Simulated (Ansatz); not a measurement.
# Lattice dynamics of (NaCl)1(CaS)3 [001] superlattice, started as rocksalt type, part 2 of 2

Aim: the phonons of (NaCl)1(CaS)3 [001] superlattice, started as rocksalt type at a cell relaxed beforehand at this level.

Ansatz 0.2.0; DFT LDA, scalar-relativistic, plane waves, PAW.

So far: Starting point; Modes at Γ.

The structure was built from a prototype and need not be the compound's stable phase.

**2. Modes at Γ (continued)**

Born charge (rows field, columns displacement) (e), principal values of the symmetric part by kind of site:

```
atom  atoms with these values    low  middle   high   mean
 Ca1                        2   2.17    2.43   2.43   2.34
 Ca2                        1   1.85    2.34   2.34   2.18
 Cl4                        1  -2.04   -1.05  -1.05  -1.38
 Na5                        1   1.03    1.03   1.37   1.15
  S6                        2  -2.44   -2.44  -1.81  -2.23
  S7                        1  -2.31   -2.31  -1.90  -2.17
```

In full for Ca2:

```
2.34 0.00 0.00
0.00 2.34 0.00
0.00 0.00 1.85
```

High-frequency dielectric tensor:

```
4.77 0.00 0.00
0.00 4.77 0.00
0.00 0.00 4.30
```

Static dielectric tensor (ions relaxed, fixed cell):

```
10.13  0.00  0.00
 0.00 10.13  0.00
 0.00  0.00  9.11
```

Transverse modes. Infrared lines, with heights relative to the strongest:

```
position (cm⁻¹)  relative intensity
             79                 0.0
             81                 0.0
            114                 0.0
            171                 0.3
            178                 0.0
            179                  12
            180                 2.5
            215                  33
            247                 100
            249                 0.0
            252                 1.7
            256                 7.6
            270                 0.0
            282                  10
```

Activity x (w_L - w)^4 (n + 1)/w, 532 nm, 300 K; the tensors are static ones, while 532 nm light lies above the computed direct gap, where resonance would change the heights; modes without the macroscopic field alone. Raman lines, with heights relative to the strongest:

```
position (cm⁻¹)  relative intensity
             79                 0.0
             81                 0.3
            114                 0.0
            171                 0.0
            178                 100
            179                 0.0
            180                 0.0
            215                 0.0
            247                 0.0
            249                 1.3
            252                 0.0
            256                 0.0
            270                  39
            282                 0.0
```

Before it was imposed, the acoustic sum rule was missed by 6.5e-5 eV/Å² and the charge sum rule by 0.014 e. Small misses are needed for a sound result but don't prove that mesh and cutoff are converged. The lowest optical mode is real, 79.1 cm⁻¹.

The log warns of the k mesh: “the force constants stand on the 8×8×2 k-mesh, whose period is 12.42 times the interband length at k = (0.0000, 0.0000, 0.0000), direct gap 2.218 eV, under 14: take them and everything formed from them as unconverged”.

**3. Another isotope, element Ca, natural mass 40.078 amu**

An isotope changes the mass and not the force constants, so no new electronic calculation is needed; the shifts show which modes move this element.

The same force constants with the mass of Ca changed from 40.078 to 47.953 u (phonopy, no LO-TO term). Both lists are sorted by frequency; levels can cross, so a row need not hold one and the same mode. Modes under 3 cm⁻¹ are left out. Isotope shifts, by row:

```
    q  rank  natural mass (cm⁻¹)  changed mass (cm⁻¹)
0 0 0     4                79.06                76.79
0 0 0     5                79.06                76.79
0 0 0     6                81.08                77.91
0 0 0     7                81.08                77.91
0 0 0     8                114.3                108.5
0 0 0     9                114.3                108.5
0 0 0    10                171.3                163.8
0 0 0    11                177.7                167.9
0 0 0    12                179.1                176.5
0 0 0    13                179.1                  179
0 0 0    14                180.5                  179
0 0 0    15                215.2                210.1
0 0 0    16                247.3                238.5
0 0 0    17                247.3                238.5
0 0 0    18                248.8                240.2
0 0 0    19                248.8                240.2
0 0 0    20                252.2                245.4
0 0 0    21                255.5                246.8
0 0 0    22                255.5                246.8
0 0 0    23                270.4                261.6
0 0 0    24                281.7                276.4
```

A mode of this element alone would shift by -8.58 %. The highest zone-centre frequency without the field goes from 281.7 to 276.4 cm⁻¹ (-1.9 %). The product of the frequency ratios over all optical modes at Γ is 0.505; the product rule, (m/m′)^(3k/2) (M′/M)^(3/2) with k = 3 such atoms and M the mass of the cell, gives 0.505.

**4. Another isotope, element Cl, natural mass 35.45 amu**

The same for Cl, from 35.45 to 36.97 u.

A mode of this element alone would shift by -2.07 %. The highest zone-centre frequency without the field goes from 281.7 to 281.5 cm⁻¹ (-0.1 %). The product of the frequency ratios over all optical modes at Γ is 0.947; the product rule, (m/m′)^(3k/2) (M′/M)^(3/2) with k = 1 such atoms and M the mass of the cell, gives 0.947.

**5. Another isotope, element S, natural mass 32.06 amu**

The same for S, from 32.06 to 33.97 u.

The same force constants with the mass of S changed from 32.060 to 33.968 u (phonopy, no LO-TO term). Both lists are sorted by frequency; levels can cross, so a row need not hold one and the same mode. Modes under 3 cm⁻¹ are left out. Isotope shifts, by row:

```
    q  rank  natural mass (cm⁻¹)  changed mass (cm⁻¹)
0 0 0     4                79.06                 78.8
0 0 0     5                79.06                 78.8
0 0 0     6                81.08                80.08
0 0 0     7                81.08                80.08
0 0 0     8                114.3                  113
0 0 0     9                114.3                  113
0 0 0    10                171.3                170.3
0 0 0    11                177.7                175.4
0 0 0    12                179.1                179.1
0 0 0    13                179.1                179.1
0 0 0    14                180.5                179.9
0 0 0    15                215.2                  214
0 0 0    16                247.3                243.3
0 0 0    17                247.3                243.3
0 0 0    18                248.8                244.8
0 0 0    19                248.8                244.8
0 0 0    20                252.2                248.7
0 0 0    21                255.5                251.3
0 0 0    22                255.5                251.3
0 0 0    23                270.4                266.1
0 0 0    24                281.7                276.6
```

A mode of this element alone would shift by -2.85 %. The highest zone-centre frequency without the field goes from 281.7 to 276.6 cm⁻¹ (-1.8 %). The product of the frequency ratios over all optical modes at Γ is 0.795; the product rule, (m/m′)^(3k/2) (M′/M)^(3/2) with k = 3 such atoms and M the mass of the cell, gives 0.795.

**6. Summary of results**

```
space group (within 0.01 Å)                             : P4/mmm
volume per atom                                         : 21.3 Å³
gap on the k-mesh                                       : 2.22 eV
highest optical mode at the zone centre (no LO-TO term) : 282 cm⁻¹
top of the zone-centre spectrum with the field          : 350 cm⁻¹
lowest optical zone-centre mode                         : 79.1 cm⁻¹
mean high-frequency dielectric constant                 : 4.61
mean static dielectric constant                         : 9.79
largest Born charge (third of the trace)                : 2.34 e
imaginary modes at Γ (the only wavevector solved)       : none
```

What this shows: The structure is stable against zone-centre distortions, since no mode there is imaginary; other wavevectors were not solved, so zone-boundary instabilities are untested. Without the field, the optical modes at Γ span 79 to 282 cm⁻¹. No dispersion was computed. The highest mode in this list at Γ, 281.7 cm⁻¹, has its largest share on S (66 % of the kinetic energy). With the macroscopic field of the longitudinal modes the top of the zone-centre spectrum lies at 350 cm⁻¹, against 282 cm⁻¹ without it. Lattice motion raises the mean dielectric constant from 4.610 to 9.791. The strongest infrared line is at 247 cm⁻¹. Averaged over orientations, the strongest Raman line at 532 nm and 300 K is at 178 cm⁻¹. The tensors are the static, non-resonant ones, while 532 nm light (2.33 eV) lies above the computed gap. With the field response the log warns that the k mesh is coarse for the force constants too, so the frequencies may not be converged. The starting cell was built on a prototype and not taken from a measurement, so the phase need not exist. These are harmonic frequencies at zero temperature: anharmonic shifts, linewidths and thermal expansion are left out.

[Logs are printed without paths, hosts, clocks, repeated set-up lines and the standing remarks that a program may print on its own settings, such as how far it seeks lower states.]

[Hosts, paths, dates, database ids (printed as entryN), source tags and the programs' standing remarks are cut or masked in the printed files.]
